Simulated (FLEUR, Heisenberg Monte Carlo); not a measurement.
**NiO: exchange couplings by force theorems**

One state of NiO is converged without symmetry. Force theorems then give its exchange couplings.

Calculated with FLEUR MaX-R8.1; LDA (VWN) with U = 6.9 eV, J = 0.9 eV on Ni d; all-electron FLAPW, Dirac cores, scalar-relativistic bands.

**What experiment says.**

“On the Elastic Anisotropy of the Entropy-Stabilized Oxide (Mg, Co, Ni, Cu, Zn)O” (2020, arxiv:2004.06613) quotes from earlier work for NiO, rock salt (literature value): ordering temperature (Neel temperature) 525 K [literature value quoted in the paper's theory part].

Most raw output is cut from this account.

## (1) The structure

Symmetry: Fm-3m, No. 225, cubic system. Conventional cell: a = 4.172 Å, b = 4.172 Å, c = 4.172 Å, α = 90.00°, β = 90.00°, γ = 90.00°. Nearest to Ni lie 6 O at 2.09 Å. Nearest to O lie 6 Ni at 2.09 Å. Farther neighbours and most contacts between anions are not listed.

## (2) Reference state

The force theorems are single passes in this state's potential, so it has to be converged first. A Hubbard U acts on the open shell, since semilocal functionals spread its electrons too much.

No symmetry is used, so that later steps may turn the spins freely; k and −k are joined. inpgen writes inp.xml from crystal.txt; cutoffs, mixing, functional, smearing and local orbitals are then set in the file. The k list scf (kpts.xml, not shown) is a Γ-centred 8×8×8 mesh; where the ranks do not divide the number of points, some are split in two of half the weight.

Input file inp.xml:

```
<?xml version="1.0" encoding="UTF-8" standalone="no"?>
<fleurInput fleurInputVersion="0.39">
   <comment>
      NiO
   </comment>
   <calculationSetup>
      <cutoffs Kmax="4.32" Gmax="13.0" GmaxXC="13.0" numbands="0"/>
      <scfLoop itmax="130" minDistance="0.0001" maxIterBroyd="15" imix="Anderson" alpha="0.05" precondParam="0.0" spinf="2.0" sdNocoIR="T"/>
      <coreElectrons ctail="F" frcor="F" kcrel="0" coretail_lmax="0"/>
      <xcFunctional name="vwn" relativisticCorrections="F"/>
      <magnetism jspins="2" l_noco="F" l_ss="F">
         <qss>0.0 0.0 0.0</qss>
         <mtNocoParams l_mperp="F" l_mtNocoPot="F" l_relaxSQA="F" mag_mixing_scheme="0" mix_RelaxWeightOffD="1.0" l_constrained="F" mix_constr="1.0"/>
         <sourceFreeMag l_sourceFree="F" l_scaleMag="F" mag_scale="1.0"/>
      </magnetism>
      <soc l_soc="F" theta="0.0" phi="0.0" spav="F"/>
      <expertModes spex="0" secvar="F"/>
      <geometryOptimization l_f="F" forcealpha="1.0" forcemix="BFGS" epsdisp="0.00001" epsforce="0.00001"/>
      <ldaU l_linMix="F" mixParam="0.05" spinf="1.0"/>
   </calculationSetup>
   <cell>
      <bzIntegration valenceElectrons="24.0" mode="hist" fermiSmearingEnergy="0.00110248">
         <kPointListSelection listName="scf"/>
         <xi:include xmlns:xi="http://www.w3.org/2001/XInclude" href="kpts.xml"> </xi:include>
      </bzIntegration>
      <xi:include xmlns:xi="http://www.w3.org/2001/XInclude" href="sym.xml"> </xi:include>
      <bulkLattice scale="1.0">
         <bravaisMatrix>
            <row-1>    0.0000000000000000     3.9417828250996005     3.9417828250996005</row-1>
            <row-2>    3.9417828250996005     0.0000000000000000     3.9417828250996005</row-2>
            <row-3>    3.9417828250996005     3.9417828250996005     0.0000000000000000</row-3>
         </bravaisMatrix>
      </bulkLattice>
   </cell>
   <atomSpecies>
      <species name="Nickel (Ni2.000" element="Ni" atomicNumber="28">
         <mtSphere radius="2.46" gridPoints="813" logIncrement="0.015"/>
         <atomicCutoffs lmax="10" lnonsphr="8"/>
         <electronConfig flipSpins="F">
            <coreConfig>(1s1/2) (2s1/2) (2p1/2) (2p3/2)</coreConfig>
            <valenceConfig>(3s1/2) (3p1/2) (3p3/2) (4s1/2) (3d3/2) (3d5/2)</valenceConfig>
            <stateOccupation state="(3d3/2)" spinUp="2.0" spinDown="1.2"/>
            <stateOccupation state="(3d5/2)" spinUp="3.0" spinDown="1.8"/>
         </electronConfig>
         <energyParameters s="4" p="4" d="3" f="4"/>
         <ldaU l="2" U="6.9" J="0.9" l_amf="F"/>
         <lo type="SCLO" l="0" n="3" eDeriv="0"/>
         <lo type="SCLO" l="1" n="3" eDeriv="0"/>
      </species>
      <species name="Oxygen (O)" element="O" atomicNumber="8">
         <mtSphere radius="1.39" gridPoints="461" logIncrement="0.023"/>
         <atomicCutoffs lmax="6" lnonsphr="4"/>
         <electronConfig flipSpins="F">
            <coreConfig>(1s1/2)</coreConfig>
            <valenceConfig>(2s1/2) (2p1/2) (2p3/2)</valenceConfig>
            <stateOccupation state="(2p1/2)" spinUp="0.666667" spinDown="0.666667"/>
            <stateOccupation state="(2p3/2)" spinUp="1.333333" spinDown="1.333333"/>
         </electronConfig>
         <energyParameters s="2" p="2" d="3" f="4"/>
      </species>
   </atomSpecies>
   <atomGroups>
      <atomGroup species="Nickel (Ni2.000">
         <relPos label="                   1">.0000000000 .0000000000 .0000000000</relPos>
         <force calculate="T" relaxXYZ="TTT"/>
         <nocoParams  alpha="0.0" beta="0.0"/>
      </atomGroup>
      <atomGroup species="Oxygen (O)">
         <relPos label="                   2">1.000/2.000 1.000/2.000 1.000/2.000</relPos>
         <force calculate="T" relaxXYZ="TTT"/>
         <nocoParams  alpha="0.0" beta="0.0"/>
      </atomGroup>
   </atomGroups>
   <output dos="F" band="F" slice="F">
      <bandDOS minEnergy="-.5*Htr" maxEnergy="0.5*Htr" sigma="0.015" storeEVData="T"/>
      <plotting iplot="0" polar="F">
         <plot TwoD="T" vec1="  1.0  0.0  0.0" vec2="  0.0  1.0  0.0" vec3="  0.0  0.0  1.0" zero="  0.0  0.0  0.0" file="plot"/>
      </plotting>
      <moessbauerParams electricFieldGradient="F" isomerShift="F" coreHyperfine="F" valenceHyperfine="F"/>
   </output>
</fleurInput>
```

Input file crystal.txt:

```
NiO
&input film=F cartesian=F /
0.00000000000  2.08590164140  2.08590164140
2.08590164140  0.00000000000  2.08590164140
2.08590164140  2.08590164140  0.00000000000
1.8897261246
1.0 1.0 1.0

2
28 0.00000000000  0.00000000000  0.00000000000 : 2.000
8 0.50000000000  0.50000000000  0.50000000000

&kpt div1=8 div2=8 div3=8 gamma=T /
```

Command:

```
OMP_NUM_THREADS=1 inpgen -f crystal.txt -nosym -noco > inpgen.log  # inp.xml is then edited as shown
OMP_NUM_THREADS=1 mpirun -n 2 fleur_MPI > fleur.log
```

It took 95 s on 2 MPI ranks of AMD EPYC 9R45, shared host; peak memory 0.37 GiB; 3 min of CPU time.

Read from the output:

* free energy: -43351.2031 eV
* program's band gap on this mesh (in a metal only a level spacing): 2.196 eV
* magnetization: 2 μB
* final state: ferromagnetic
* largest moment: 1.774 μB

After 18 cycles the largest moment stands at 1.77 μB.

## (3) Cone spirals

A narrow cone is a small rotation, for which the force theorem holds; spirals of any q fit in this cell.

All spins tilt by 20° and precess with wavevector q. The points are the irreducible ones of a 4×4×4 mesh. The k list spirals (kpts.xml, not shown) is a Γ-centred 8×8×8 mesh.

Changes to inp.xml since step 2:

```diff
@@ -7,6 +7,6 @@
       <cutoffs Kmax="4.32" Gmax="13.0" GmaxXC="13.0" numbands="0"/>
-      <scfLoop itmax="130" minDistance="0.0001" maxIterBroyd="15" imix="Anderson" alpha="0.05" precondParam="0.0" spinf="2.0" sdNocoIR="T"/>
+      <scfLoop itmax="1" minDistance="0.0001" maxIterBroyd="15" imix="Anderson" alpha="0.05" precondParam="0.0" spinf="2.0" sdNocoIR="T"/>
       <coreElectrons ctail="F" frcor="F" kcrel="0" coretail_lmax="0"/>
       <xcFunctional name="vwn" relativisticCorrections="F"/>
-      <magnetism jspins="2" l_noco="F" l_ss="F">
+      <magnetism jspins="2" l_noco="T" l_ss="T">
          <qss>0.0 0.0 0.0</qss>
@@ -22,3 +22,3 @@
       <bzIntegration valenceElectrons="24.0" mode="hist" fermiSmearingEnergy="0.00110248">
-         <kPointListSelection listName="scf"/>
+         <kPointListSelection listName="spirals"/>
          <xi:include xmlns:xi="http://www.w3.org/2001/XInclude" href="kpts.xml"> </xi:include>
@@ -65,3 +65,3 @@
          <force calculate="T" relaxXYZ="TTT"/>
-         <nocoParams  alpha="0.0" beta="0.0"/>
+         <nocoParams  alpha="0.0" beta="0.3490659"/>
       </atomGroup>
@@ -70,3 +70,3 @@
          <force calculate="T" relaxXYZ="TTT"/>
-         <nocoParams  alpha="0.0" beta="0.0"/>
+         <nocoParams  alpha="0.0" beta="0.3490659"/>
       </atomGroup>
@@ -80,2 +80,14 @@
    </output>
+   <forceTheorem>
+      <spinSpiralDispersion>
+         <q>0.00000000 0.00000000 0.00000000</q>
+         <q>0.00000000 0.00000000 0.25000000</q>
+         <q>0.00000000 0.00000000 0.50000000</q>
+         <q>0.00000000 0.25000000 0.25000000</q>
+         <q>0.00000000 0.25000000 0.50000000</q>
+         <q>0.00000000 0.25000000 -0.25000000</q>
+         <q>0.00000000 0.50000000 0.50000000</q>
+         <q>0.25000000 0.50000000 -0.25000000</q>
+      </spinSpiralDispersion>
+   </forceTheorem>
 </fleurInput>
```

Command:

```
OMP_NUM_THREADS=1 mpirun -n 2 fleur_MPI -warn_only > fleur.log
```

It took 2 min on 2 MPI ranks; peak memory 0.4 GiB.

Spiral energies, by row:

```tsv
q1	q2	q3	band energy less that at q = 0 (meV a cell)
0	0	0	0
0	0	0.25	-5.521
0	0	0.5	-9.151
0	0.25	0.25	-3.233
0	0.25	0.5	-3.431
0	0.25	-0.25	-6.28
0	0.5	0.5	2.83
0.25	0.5	-0.25	-0.5333
```

## (4) Couplings in real space

Energy differences over sin² of the cone give J(q); symmetry fills the mesh, and a Fourier sum gives the pairs.

Table of the J, nearest shells first. Convention: E = -sum over ordered pairs of J e_i.e_j, unit vectors; induced moments turn with the spiral.

```tsv
from	to	distance (Å)	count	J (meV)
Ni1	Ni	2.95	12	2.22
Ni1	Ni	4.17	6	-8.37
Ni1	Ni	5.11	24	-0.343
```

Pairs that symmetry makes alike are averaged. Farther pairs are folded with their periodic images: they enter the temperatures but not the table.

Derived from these couplings:

* distance up to which pairs are told from their periodic images: 5.900 Å
* largest imaginary part left by the Fourier sum: 3.77e-15 meV
* wavevector of the mean-field order: 0, 0, 0.5 reciprocal lattice
* energy of the cheapest spiral on the q mesh, over sin² of its cone, a magnetic atom: -78.23 meV
* its wavevector: 0, 0, 0.5 reciprocal lattice
* ordering temperature, mean field: 344.2 K

## (5) Finite temperature

Classical unit spins on 8×8×8 cells (512 spins), 62 couplings a spin. Heat-bath moves, cooled from random spins, 300 sweeps to settle and 800 measured at each temperature, averaged over 2 runs.

Elapsed: 8.2 s, on 2 threads; 16 s of CPU time.

```tsv
T (K)	net moment	heat capacity (k_B a spin)
51.6	0.01	0.92
68.8	0.01	1.02
86.0	0.01	1.08
103	0.01	1.03
120	0.02	1.39
138	0.02	1.18
155	0.02	1.27
172	0.02	1.33
189	0.02	1.58
207	0.02	1.88
224	0.02	1.89
241	0.03	1.57
258	0.03	1.16
275	0.03	0.94
293	0.03	0.66
310	0.03	0.52
327	0.03	0.38
344	0.03	0.39
361	0.03	0.34
```

The cooled spins do not end in the run's own pattern, so only the heat capacity marks where order grows.

## (6) An attempt with other settings

A slip in the input shows what the program catches and what it lets pass.

Changes to inp.xml since step 2:

```diff
@@ -7,10 +7,6 @@
       <cutoffs Kmax="4.32" Gmax="13.0" GmaxXC="13.0" numbands="0"/>
-      <scfLoop itmax="130" minDistance="0.0001" maxIterBroyd="15" imix="Anderson" alpha="0.05" precondParam="0.0" spinf="2.0" sdNocoIR="T"/>
-      <coreElectrons ctail="F" frcor="F" kcrel="0" coretail_lmax="0"/>
+      <scfLoop itmax="60" minDistance="0.0001" maxIterBroyd="15" imix="Anderson" alpha="0.05" precondParam="0.0" spinf="2.0" sdNocoIR="T"/>
+      <coreElectrons ctail="T" frcor="F" kcrel="0" coretail_lmax="0"/>
       <xcFunctional name="vwn" relativisticCorrections="F"/>
-      <magnetism jspins="2" l_noco="F" l_ss="F">
-         <qss>0.0 0.0 0.0</qss>
-         <mtNocoParams l_mperp="F" l_mtNocoPot="F" l_relaxSQA="F" mag_mixing_scheme="0" mix_RelaxWeightOffD="1.0" l_constrained="F" mix_constr="1.0"/>
-         <sourceFreeMag l_sourceFree="F" l_scaleMag="F" mag_scale="1.0"/>
-      </magnetism>
+      <magnetism jspins="1" l_noco="T"/>
       <soc l_soc="F" theta="0.0" phi="0.0" spav="F"/>
@@ -22,3 +18,3 @@
       <bzIntegration valenceElectrons="24.0" mode="hist" fermiSmearingEnergy="0.00110248">
-         <kPointListSelection listName="scf"/>
+         <kPointListSelection listName="default-1"/>
          <xi:include xmlns:xi="http://www.w3.org/2001/XInclude" href="kpts.xml"> </xi:include>
@@ -65,3 +61,2 @@
          <force calculate="T" relaxXYZ="TTT"/>
-         <nocoParams  alpha="0.0" beta="0.0"/>
       </atomGroup>
@@ -70,3 +65,2 @@
          <force calculate="T" relaxXYZ="TTT"/>
-         <nocoParams  alpha="0.0" beta="0.0"/>
       </atomGroup>
```

crystal.txt is that of step 2.

Command:

```
OMP_NUM_THREADS=1 inpgen -f crystal.txt > inpgen.log  # inp.xml is then edited as shown
OMP_NUM_THREADS=1 mpirun -n 2 fleur_MPI > fleur.log
```

The job ended after 2.7 s (2 MPI ranks; peak memory 0.22 GiB).

The program refused the input before any cycle.

The program's message: “l_noco=T requires jspins=2”

The fault in the input: non-collinear spins with one spin channel.

Non-collinear spins need jspins = 2.

## (7) Results

```json
{
 "reference state, unstable against spirals": "ferromagnetic",
 "largest sphere moment": "1.77 μB",
 "J, nearest shell (E = −Σ J e·e, ordered pairs)": "2.22 meV",
 "largest J": "-8.37 meV at 4.17 Å",
 "ordering temperature, mean field": "344 K",
 "heat-capacity peak in Monte Carlo, interpolated": "215 K"
}
```

A rotation at q = (0, 0, 0.5) lowers the energy, so by its own couplings the state is not the lowest. The couplings rotate rigid moments in a frozen potential; induced moments turn with the spiral and are folded in. Far couplings hang on the mesh, in metals near ones too. Monte Carlo puts the peak at 0.63 of the mean-field temperature; besides fluctuations, rival orders and the fit of the order to the finite box enter that ratio. On cooling the model does not settle into the pattern of the DFT state; another pattern, or another domain of it, wins. Temperatures are for classical spins; for spin S a factor (S+1)/S is a common correction. The couplings were taken about a state that is not the lowest, which is fair only while the moments are rigid. That factor is rough and the peak comes from a small cell, so agreement with experiment is no sharp test. The state was typed, and no other order was converged beside it, so it need not be the ground state.

Comparison with the measured values:

```
                quantity  measured    Monte Carlo  Monte Carlo × (S+1)/S, S = 1
ordering temperature (K)       525  215 (-59.0 %)                 430 (-18.0 %)
```

Measured values from arxiv:2004.06613 (2020).

**Verdict.** For the ordering temperature, of the levels listed nearest comes Monte Carlo × (S+1)/S, S = 1 (-18.0 %, fair agreement) and farthest Monte Carlo (-59.0 %, a clear miss). No cell relaxation is part of this session.

[Logs and program files are shortened in this print: banners, set-up blocks, solver, clock and traceback lines can be left out without a mark of their own.]

[Logs are printed without paths, hosts, clocks, repeated set-up lines and the standing remarks that a program may print on its own settings, such as how far it seeks lower states.]

[Hosts, paths, dates, database ids (printed as entryN), source tags and the programs' standing remarks are cut or masked in the printed files.]

[Where a cell is said to come from a database of computed structures, the database is the Materials Project.]
